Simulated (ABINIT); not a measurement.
# Completion of the band sum in GW: BiOCl (P4/nmm), part 2 of 2

Can a closure trick stand in for empty bands in GW on BiOCl (P4/nmm)?

ABINIT 10.8.3; PBEsol and many-body steps on it, plane waves. Known limits of the many-body steps: short of the basis limit; exchange with frozen shells missing; no spin-orbit coupling; coarse k mesh.

So far. Step 3 (Screening, 4×4×2 mesh, 111 bands, screening to 122.5 eV): Local fields lower ε∞ by 13 %. On a Γ-centred mesh this coarse the value itself is usually too large, while a short band sum pulls it down. Step 4 (111 bands): The gap on the mesh goes from 2.60 eV to 3.41 eV, a correction of +0.81 eV.

## 6. 36 bands

This step: G0W0 on PBEsol, plane waves, norm-conserving pseudopotentials.

run.abi

```
acell 3*1.0 Angstrom
rprim 
  3.885510000000 0.000000000000 0.000000000000
  0.000000000000 3.885510000000 0.000000000000
  0.000000000000 0.000000000000 7.348900000000
ntypat 3
znucl 83 17 8
natom 6
typat 1 1 2 2 3 3
xred 
  0.500000000000 0.000000000000 0.329040000000
  0.000000000000 0.500000000000 0.670960000000
  0.000000000000 0.500000000000 0.147200000000
  0.500000000000 0.000000000000 0.852800000000
  0.000000000000 0.000000000000 0.500000000000
  0.500000000000 0.500000000000 0.500000000000
pp_dirpath "pseudos"
pseudos "Bi.upf, Cl.upf, O.upf"
ecut 36
ngkpt 4 4 2
nshiftk 1
shiftk 0 0 0
kptopt 1
chksymbreak 0
istwfk *1
occopt 1
irdwfk 1
optdriver 4
nband 36
gwcalctyp 0
ecutsigx 36
symsigma 1
nkptgw 3
kptgw 
  0.5000000000 0.0000000000 0.5000000000
  0.0000000000 0.0000000000 0.5000000000
  0.0000000000 0.0000000000 0.0000000000
bdgw 
  27 30
  27 30
  27 30
ecuteps 4.5
irdscr 1
ppmodel 1
indata_prefix "in"
outdata_prefix "out"
tmpdata_prefix "tmp"
```

Run with:

```
$ OMP_NUM_THREADS=1 mpirun -n 8 abinit run.abi > log
```

Standard output:

```text
.Version 10.8.3 of ABINIT. v10.8.2 released Aug 2026.

 Symmetries : space group P4/n m m (#129); Bravais tP (primitive tetrag.)
[... echo of the input left out ...]
== DATASET  1 ==================================================================
-   mpi_nproc: 8, omp_nthreads: 1 (-1 if OMP is not activated)

--- !DatasetInfo
iteration_state: {dtset: 1, }
dimensions: {natom: 6, nkpt: 12, mband: 36, nsppol: 1, nspinor: 1, nspden: 1, mpw: 7758, }
cutoff_energies: {ecut:  36.0, pawecutdg:  -1.0, }
electrons: {nelect:   5.60000000E+01, charge:   0.00000000E+00, occopt:   1.00000000E+00, tsmear:   1.00000000E-02, }

 SIGMA: Calculation of the GW corrections

 Based on a program developped by R.W. Godby, V. Olevano, G. Onida, and L. Reining.
 Incorporated in ABINIT by V. Olevano, G.-M. Rignanese, and M. Torrent.
.Using double precision arithmetic ; gwpc =  8

[... cell and pseudopotentials left out ...]
--------------------------------------------------------------------------------

 ==== K-mesh for the wavefunctions ====
 Number of points in the irreducible wedge :    12
[... list of points left out ...]
 Together with 16 symmetry operations and time-reversal symmetry
 yields    32 points in the full Brillouin Zone.

 ==== Q-mesh for screening function ====
 Number of points in the irreducible wedge :    12
[... list of points left out ...]
 Together with 16 symmetry operations and time-reversal symmetry
 yields    32 points in the full Brillouin Zone.

 vcoul_init : cutoff-mode = AUXILIARY_FUNCTION
 q-points for optical limit:   1
     1)      0.000010    0.000020    0.000030
 setmesh: FFT mesh size selected  =    40x   40x   75
          total number of points  =       120000

 Number of electrons calculated from density =   56.0000; Expected =   56.0000
[...]
number of plane-waves for wavefunctions          7685
 number of bands                                    36
 number of q-points in IBZ                          12
 number of frequencies                               2
 number of real frequencies                          1
 number of imag frequencies                          1

 matrix elements of self-energy operator (all in [eV])

 Perturbative Calculation

--- !SelfEnergy_ee
iteration_state: {dtset: 1, }
kpoint     : [   0.500,    0.000,    0.500, ]
spin       : 1
KS_gap     :    4.404
QP_gap     :    6.014
Delta_QP_KS:    1.610
data: !SigmaeeData |
     Band     E0 <VxcDFT>   SigX SigC(E0)      Z dSigC/dE  Sig(E)    E-E0       E
       27   3.611 -16.156 -19.728   3.762   0.774  -0.291 -16.009   0.147   3.758
       28   3.611 -16.156 -19.728   3.762   0.774  -0.291 -16.009   0.147   3.758
       29   8.015 -13.003  -9.321  -1.543   0.821  -0.218 -11.247   1.757   9.772
[...]
--- !SelfEnergy_ee
iteration_state: {dtset: 1, }
kpoint     : [   0.000,    0.000,    0.500, ]
spin       : 1
KS_gap     :    2.900
QP_gap     :    4.041
Delta_QP_KS:    1.142
data: !SigmaeeData |
     Band     E0 <VxcDFT>   SigX SigC(E0)      Z dSigC/dE  Sig(E)    E-E0       E
[...]
--- !SelfEnergy_ee
iteration_state: {dtset: 1, }
kpoint     : [   0.000,    0.000,    0.000, ]
spin       : 1
KS_gap     :    3.793
QP_gap     :    5.019
Delta_QP_KS:    1.226
data: !SigmaeeData |
     Band     E0 <VxcDFT>   SigX SigC(E0)      Z dSigC/dE  Sig(E)    E-E0       E
[...]
29   6.708 -12.609  -9.348  -1.491   0.834  -0.199 -11.133   1.476   8.185
       30   7.415 -12.605  -9.320  -1.498   0.827  -0.210 -11.128   1.477   8.892

== END DATASET(S) ==============================================================
================================================================================

 -outvars: echo values of variables after computation  --------
           etotal      0.0000000000E+00
            nband          36
             nkpt          12
          spgroup         129
 [... the other variables as echoed above ...]

 Calculation completed.
```

Run time: 17 s. Hardware: 8 MPI ranks of Arm Neoverse N1, shared host; peak memory 2.2 GiB.

This step gave:

```
G0W0 gap on the mesh                         : 3.838 eV
starting gap on the mesh                     : 2.599 eV
k of the valence top                         : 0.5, 0, 0.5
k of the conduction bottom                   : 0, 0, 0.5
Z at the valence top                         : 0.774
Z at the conduction bottom                   : 0.836
least direct G0W0 gap on the computed points : 4.042 eV
```

Against G0W0 in ABINIT (4×4×2 mesh, 111 bands, screening to 122.5 eV, Godby-Needs plasmon pole), the gap moves by +0.425 eV.

## 7. Screening, 4×4×2 mesh, 36 bands, screening to 122.5 eV

This step: RPA screening on PBEsol, plane waves, norm-conserving pseudopotentials.

Changes to run.abi since step 6:

```diff
@@ -27,19 +27,10 @@
 irdwfk 1
-optdriver 4
+optdriver 3
 nband 36
-gwcalctyp 0
-ecutsigx 36
-symsigma 1
-nkptgw 3
-kptgw 
-  0.5000000000 0.0000000000 0.5000000000
-  0.0000000000 0.0000000000 0.5000000000
-  0.0000000000 0.0000000000 0.0000000000
-bdgw 
-  27 30
-  27 30
-  27 30
 ecuteps 4.5
-irdscr 1
-ppmodel 1
+inclvkb 2
+awtr 1
+symchi 1
+gwcomp 1
+gwencomp 1.5
 indata_prefix "in"
```

Standard output:

```text
.Version 10.8.3 of ABINIT. v10.8.2 released Aug 2026.

 Symmetries : space group P4/n m m (#129); Bravais tP (primitive tetrag.)
[... echo of the input left out ...]
== DATASET  1 ==================================================================
-   mpi_nproc: 8, omp_nthreads: 1 (-1 if OMP is not activated)

--- !DatasetInfo
iteration_state: {dtset: 1, }
dimensions: {natom: 6, nkpt: 12, mband: 36, nsppol: 1, nspinor: 1, nspden: 1, mpw: 7758, }
cutoff_energies: {ecut:  36.0, pawecutdg:  -1.0, }
[...]
--------------------------------------------------------------------------------
[... chi0 elements left out ...]
 For q-point:  0.000010 0.000020 0.000030
  dielectric constant =   5.6750
  dielectric constant without local fields =   6.1826

  Average fulfillment of the sum rule on Im[epsilon] for q-point    1 :    156.78  [%]
[... wings left out ...]
  q-point number  2        q = ( 0.250000, 0.000000, 0.000000) [r.l.u.]
--------------------------------------------------------------------------------
[... chi0 elements left out ...]
  Average fulfillment of the sum rule on Im[epsilon] for q-point    2 :    179.99  [%]

 [... 10 further q-points ...]
```

Elapsed: 1.8 min, on 8 MPI ranks; peak memory 3.2 GiB.

This step gave:

* ε∞ with local fields, on this mesh: 5.675
* ε∞ without local fields, on this mesh: 6.183
* plasma frequency: 26.38 eV
* plane waves in the screening matrix: 345

## 8. 36 bands, completed

This step: G0W0 on PBEsol, plane waves, norm-conserving pseudopotentials.

Changes to run.abi since step 7:

```diff
@@ -27,8 +27,19 @@
 irdwfk 1
-optdriver 3
+optdriver 4
 nband 36
+gwcalctyp 0
+ecutsigx 36
+symsigma 1
+nkptgw 3
+kptgw 
+  0.5000000000 0.0000000000 0.5000000000
+  0.0000000000 0.0000000000 0.5000000000
+  0.0000000000 0.0000000000 0.0000000000
+bdgw 
+  27 30
+  27 30
+  27 30
 ecuteps 4.5
-inclvkb 2
-awtr 1
-symchi 1
+irdscr 1
+ppmodel 1
 gwcomp 1
```

Standard output:

```text
.Version 10.8.3 of ABINIT. v10.8.2 released Aug 2026.

 Symmetries : space group P4/n m m (#129); Bravais tP (primitive tetrag.)
[... echo of the input left out ...]
== DATASET  1 ==================================================================
-   mpi_nproc: 8, omp_nthreads: 1 (-1 if OMP is not activated)

--- !DatasetInfo
iteration_state: {dtset: 1, }
dimensions: {natom: 6, nkpt: 12, mband: 36, nsppol: 1, nspinor: 1, nspden: 1, mpw: 7758, }
cutoff_energies: {ecut:  36.0, pawecutdg:  -1.0, }
[...]
Band     E0 <VxcDFT>   SigX SigC(E0)      Z dSigC/dE  Sig(E)    E-E0       E
[...]
29   6.708 -12.609  -9.348  -2.775   0.850  -0.176 -12.196   0.413   7.121
       30   7.415 -12.605  -9.320  -2.823   0.847  -0.181 -12.214   0.391   7.805

== END DATASET(S) ==============================================================
================================================================================

 -outvars: echo values of variables after computation  --------
           etotal      0.0000000000E+00
            nband          36
             nkpt          12
          spgroup         129
 [... the other variables as echoed above ...]

 Calculation completed.
```

It took 19 s on 8 MPI ranks; peak memory 2.1 GiB; 2.6 min of CPU time.

Numbers from this step:

```
G0W0 gap on the mesh                         : 3.841 eV
starting gap on the mesh                     : 2.599 eV
k of the valence top                         : 0.5, 0, 0.5
k of the conduction bottom                   : 0, 0, 0.5
least direct G0W0 gap on the computed points : 3.977 eV
```

Against G0W0 in ABINIT (4×4×2 mesh, 111 bands, screening to 122.5 eV, Godby-Needs plasmon pole), the gap moves by +0.428 eV.

## 9. Screening, 4×4×2 mesh, 57 bands, screening to 122.5 eV

This step: RPA screening on PBEsol, plane waves, norm-conserving pseudopotentials.

Changes to run.abi since step 8:

```diff
@@ -27,21 +27,8 @@
 irdwfk 1
-optdriver 4
-nband 36
-gwcalctyp 0
-ecutsigx 36
-symsigma 1
-nkptgw 3
-kptgw 
-  0.5000000000 0.0000000000 0.5000000000
-  0.0000000000 0.0000000000 0.5000000000
-  0.0000000000 0.0000000000 0.0000000000
-bdgw 
-  27 30
-  27 30
-  27 30
+optdriver 3
+nband 57
 ecuteps 4.5
-irdscr 1
-ppmodel 1
-gwcomp 1
-gwencomp 1.5
+inclvkb 2
+awtr 1
+symchi 1
 indata_prefix "in"
```

Standard output:

```text
.Version 10.8.3 of ABINIT. v10.8.2 released Aug 2026.

 Symmetries : space group P4/n m m (#129); Bravais tP (primitive tetrag.)
[... echo of the input left out ...]
== DATASET  1 ==================================================================
-   mpi_nproc: 8, omp_nthreads: 1 (-1 if OMP is not activated)

--- !DatasetInfo
iteration_state: {dtset: 1, }
dimensions: {natom: 6, nkpt: 12, mband: 57, nsppol: 1, nspinor: 1, nspden: 1, mpw: 7758, }
cutoff_energies: {ecut:  36.0, pawecutdg:  -1.0, }
[...]
--------------------------------------------------------------------------------
[... chi0 elements left out ...]
 For q-point:  0.000010 0.000020 0.000030
  dielectric constant =   6.0066
  dielectric constant without local fields =   6.8545

  Average fulfillment of the sum rule on Im[epsilon] for q-point    1 :     33.01  [%]
[... wings left out ...]
  q-point number  2        q = ( 0.250000, 0.000000, 0.000000) [r.l.u.]
--------------------------------------------------------------------------------
[... chi0 elements left out ...]
  Average fulfillment of the sum rule on Im[epsilon] for q-point    2 :     45.71  [%]

 [... 10 further q-points ...]
```

Run time: 91 s. Hardware: 8 MPI ranks; peak memory 3.4 GiB.

Read from the output:

```yaml
eps_infinity_with_local_fields_on_this_mesh: 6.007
eps_infinity_without_local_fields_on_this_mesh: 6.854
plasma_frequency: 26.38 eV
plane_waves_in_the_screening_matrix: 345
```

## 10. 57 bands

This step: G0W0 on PBEsol, plane waves, norm-conserving pseudopotentials.

Changes to run.abi since step 9:

```diff
@@ -27,8 +27,19 @@
 irdwfk 1
-optdriver 3
+optdriver 4
 nband 57
+gwcalctyp 0
+ecutsigx 36
+symsigma 1
+nkptgw 3
+kptgw 
+  0.5000000000 0.0000000000 0.5000000000
+  0.0000000000 0.0000000000 0.5000000000
+  0.0000000000 0.0000000000 0.0000000000
+bdgw 
+  27 30
+  27 30
+  27 30
 ecuteps 4.5
-inclvkb 2
-awtr 1
-symchi 1
+irdscr 1
+ppmodel 1
 indata_prefix "in"
```

Standard output:

```text
.Version 10.8.3 of ABINIT. v10.8.2 released Aug 2026.

 Symmetries : space group P4/n m m (#129); Bravais tP (primitive tetrag.)
[... echo of the input left out ...]
== DATASET  1 ==================================================================
-   mpi_nproc: 8, omp_nthreads: 1 (-1 if OMP is not activated)

--- !DatasetInfo
iteration_state: {dtset: 1, }
dimensions: {natom: 6, nkpt: 12, mband: 57, nsppol: 1, nspinor: 1, nspden: 1, mpw: 7758, }
cutoff_energies: {ecut:  36.0, pawecutdg:  -1.0, }
[...]
Band     E0 <VxcDFT>   SigX SigC(E0)      Z dSigC/dE  Sig(E)    E-E0       E
[...]
29   6.708 -12.609  -9.348  -2.130   0.832  -0.202 -11.668   0.941   7.650
       30   7.415 -12.605  -9.320  -2.009   0.830  -0.206 -11.547   1.058   8.472

== END DATASET(S) ==============================================================
================================================================================

 -outvars: echo values of variables after computation  --------
           etotal      0.0000000000E+00
            nband          57
             nkpt          12
          spgroup         129
 [... the other variables as echoed above ...]

 Calculation completed.
```

Elapsed: 22 s, on 8 MPI ranks; peak memory 2.2 GiB.

Read from the output:

```yaml
g0w0_gap_on_the_mesh: 3.458 eV
starting_gap_on_the_mesh: 2.599 eV
k_of_the_valence_top: 0.5, 0, 0.5
k_of_the_conduction_bottom: 0, 0, 0.5
least_direct_g0w0_gap_on_the_computed_points: 3.570 eV
```

Against G0W0 in ABINIT (4×4×2 mesh, 111 bands, screening to 122.5 eV, Godby-Needs plasmon pole), the gap moves by +0.045 eV.

## 11. Screening, 4×4×2 mesh, 57 bands, screening to 122.5 eV

This step: RPA screening on PBEsol, plane waves, norm-conserving pseudopotentials.

Changes to run.abi since step 10:

```diff
@@ -27,19 +27,10 @@
 irdwfk 1
-optdriver 4
+optdriver 3
 nband 57
-gwcalctyp 0
-ecutsigx 36
-symsigma 1
-nkptgw 3
-kptgw 
-  0.5000000000 0.0000000000 0.5000000000
-  0.0000000000 0.0000000000 0.5000000000
-  0.0000000000 0.0000000000 0.0000000000
-bdgw 
-  27 30
-  27 30
-  27 30
 ecuteps 4.5
-irdscr 1
-ppmodel 1
+inclvkb 2
+awtr 1
+symchi 1
+gwcomp 1
+gwencomp 3
 indata_prefix "in"
```

Standard output:

```text
.Version 10.8.3 of ABINIT. v10.8.2 released Aug 2026.

 Symmetries : space group P4/n m m (#129); Bravais tP (primitive tetrag.)
[... echo of the input left out ...]
== DATASET  1 ==================================================================
-   mpi_nproc: 8, omp_nthreads: 1 (-1 if OMP is not activated)

--- !DatasetInfo
iteration_state: {dtset: 1, }
dimensions: {natom: 6, nkpt: 12, mband: 57, nsppol: 1, nspinor: 1, nspden: 1, mpw: 7758, }
cutoff_energies: {ecut:  36.0, pawecutdg:  -1.0, }
[...]
--------------------------------------------------------------------------------
[... chi0 elements left out ...]
 For q-point:  0.000010 0.000020 0.000030
  dielectric constant =   6.0859
  dielectric constant without local fields =   6.8545

  Average fulfillment of the sum rule on Im[epsilon] for q-point    1 :    214.85  [%]
[... wings left out ...]
  q-point number  2        q = ( 0.250000, 0.000000, 0.000000) [r.l.u.]
--------------------------------------------------------------------------------
[... chi0 elements left out ...]
  Average fulfillment of the sum rule on Im[epsilon] for q-point    2 :    220.47  [%]

 [... 10 further q-points ...]
```

Elapsed: 2.8 min, on 8 MPI ranks; peak memory 3.5 GiB; 23 min of CPU time.

Numbers from this step:

- ε∞ with local fields, on this mesh: 6.086
- ε∞ without local fields, on this mesh: 6.854
- plasma frequency: 26.38 eV
- plane waves in the screening matrix: 345

## 12. 57 bands, completed

This step: G0W0 on PBEsol, plane waves, norm-conserving pseudopotentials.

Changes to run.abi since step 11:

```diff
@@ -27,8 +27,19 @@
 irdwfk 1
-optdriver 3
+optdriver 4
 nband 57
+gwcalctyp 0
+ecutsigx 36
+symsigma 1
+nkptgw 3
+kptgw 
+  0.5000000000 0.0000000000 0.5000000000
+  0.0000000000 0.0000000000 0.5000000000
+  0.0000000000 0.0000000000 0.0000000000
+bdgw 
+  27 30
+  27 30
+  27 30
 ecuteps 4.5
-inclvkb 2
-awtr 1
-symchi 1
+irdscr 1
+ppmodel 1
 gwcomp 1
```

Standard output:

```text
.Version 10.8.3 of ABINIT. v10.8.2 released Aug 2026.

 Symmetries : space group P4/n m m (#129); Bravais tP (primitive tetrag.)
[... echo of the input left out ...]
== DATASET  1 ==================================================================
-   mpi_nproc: 8, omp_nthreads: 1 (-1 if OMP is not activated)

--- !DatasetInfo
iteration_state: {dtset: 1, }
dimensions: {natom: 6, nkpt: 12, mband: 57, nsppol: 1, nspinor: 1, nspden: 1, mpw: 7758, }
cutoff_energies: {ecut:  36.0, pawecutdg:  -1.0, }
[...]
Band     E0 <VxcDFT>   SigX SigC(E0)      Z dSigC/dE  Sig(E)    E-E0       E
[...]
29   6.708 -12.609  -9.348  -2.664   0.835  -0.198 -12.110   0.499   7.207
       30   7.415 -12.605  -9.320  -2.603   0.832  -0.202 -12.038   0.567   7.982

== END DATASET(S) ==============================================================
================================================================================

 -outvars: echo values of variables after computation  --------
           etotal      0.0000000000E+00
            nband          57
             nkpt          12
          spgroup         129
 [... the other variables as echoed above ...]

 Calculation completed.
```

Run time: 23 s. Hardware: 8 MPI ranks; peak memory 2.2 GiB; 3.1 min of CPU time.

Numbers from this step:

```
G0W0 gap on the mesh                         : 3.556 eV
starting gap on the mesh                     : 2.599 eV
k of the valence top                         : 0.5, 0, 0.5
k of the conduction bottom                   : 0, 0, 0.5
least direct G0W0 gap on the computed points : 3.618 eV
```

Against G0W0 in ABINIT (4×4×2 mesh, 111 bands, screening to 122.5 eV, Godby-Needs plasmon pole), the gap moves by +0.143 eV.

## 13. The runs together

Times are wall times on 8 MPI ranks of Arm Neoverse N1, shared host, good to a factor of about two. A run's time includes the screening step that it read.

```csv
run,mesh,bands,screening cutoff (eV),DFT gap (eV),gap on the mesh (eV),direct (eV),ε∞ used,time
111 bands,4×4×2,111,122.5,2.599,3.413,3.426,6.06,5.1 min
36 bands,4×4×2,36,122.5,2.599,3.838,4.042,5.54,42 s
"36 bands, completed",4×4×2,36,122.5,2.599,3.841,3.977,5.67,2.1 min
57 bands,4×4×2,57,122.5,2.599,3.458,3.570,6.01,1.9 min
"57 bands, completed",4×4×2,57,122.5,2.599,3.556,3.618,6.09,3.2 min
```

## 14. Results

```json
{"111 bands": "3.413 eV", "36 bands": "3.838 eV", "36 bands, completed": "3.841 eV", "57 bands": "3.458 eV", "57 bands, completed": "3.556 eV"}
```

In words: 36 bands: +0.425 eV against 111 bands. 36 bands, completed: +0.428 eV against 111 bands. 57 bands: +0.045 eV against 111 bands. 57 bands, completed: +0.143 eV against 111 bands. The row with most bands is itself short of the limit, so it is no exact reference, and agreement of a truncated run with it can be a cancellation between the edges. The 4×4×2 mesh is coarse for this cell, which bears on the long-range parts of exchange and screening. Where an edge is built on 6p states of lead, bismuth or thallium, scalar-relativistic gaps usually stand too wide, by a few tenths to over one eV. The norm-conserving file of at least one element keeps a d shell over frozen s and p shells of the same row. Exchange with those shells is missing from the self-energy, an error of 0.3 to 0.9 eV in cases checked, whose sign depends on which edge lies on those atoms. The many-body steps are scalar-relativistic: spin-orbit coupling is not in them.

[Long decimals in the printed logs are rounded to 6 places.]

[Logs are printed without paths, hosts, clocks, repeated set-up lines and the standing remarks that a program may print on its own settings, such as how far it seeks lower states.]

[Paths, hosts, dates, memory and timing lines, banners, echoed tables and standing remarks are left out of the program output; an Ansatz launch command may be rebuilt from the run's recorded settings. Measured values are a selection of at most five: reports struck by readers or far from the other reports are left out. None is set beside runs whose start may be inverted or whose files or cutoffs have a known fault.]

[Runs of the session that timed out or met a known fault of the program may be left out.]

[Hosts, paths, dates, database ids (printed as entryN), source tags and the programs' standing remarks are cut or masked in the printed files.]

[G0W0 gaps are taken among the corrected bands and points alone; a level outside them can change the order at an edge.]

[Where Ansatz stands beside ABINIT at settings called matched, ABINIT's density can come from a denser mesh and the files from another edition; pairs whose starting gaps differed by over 0.03 eV were left out, so agreement reads better than it is.]
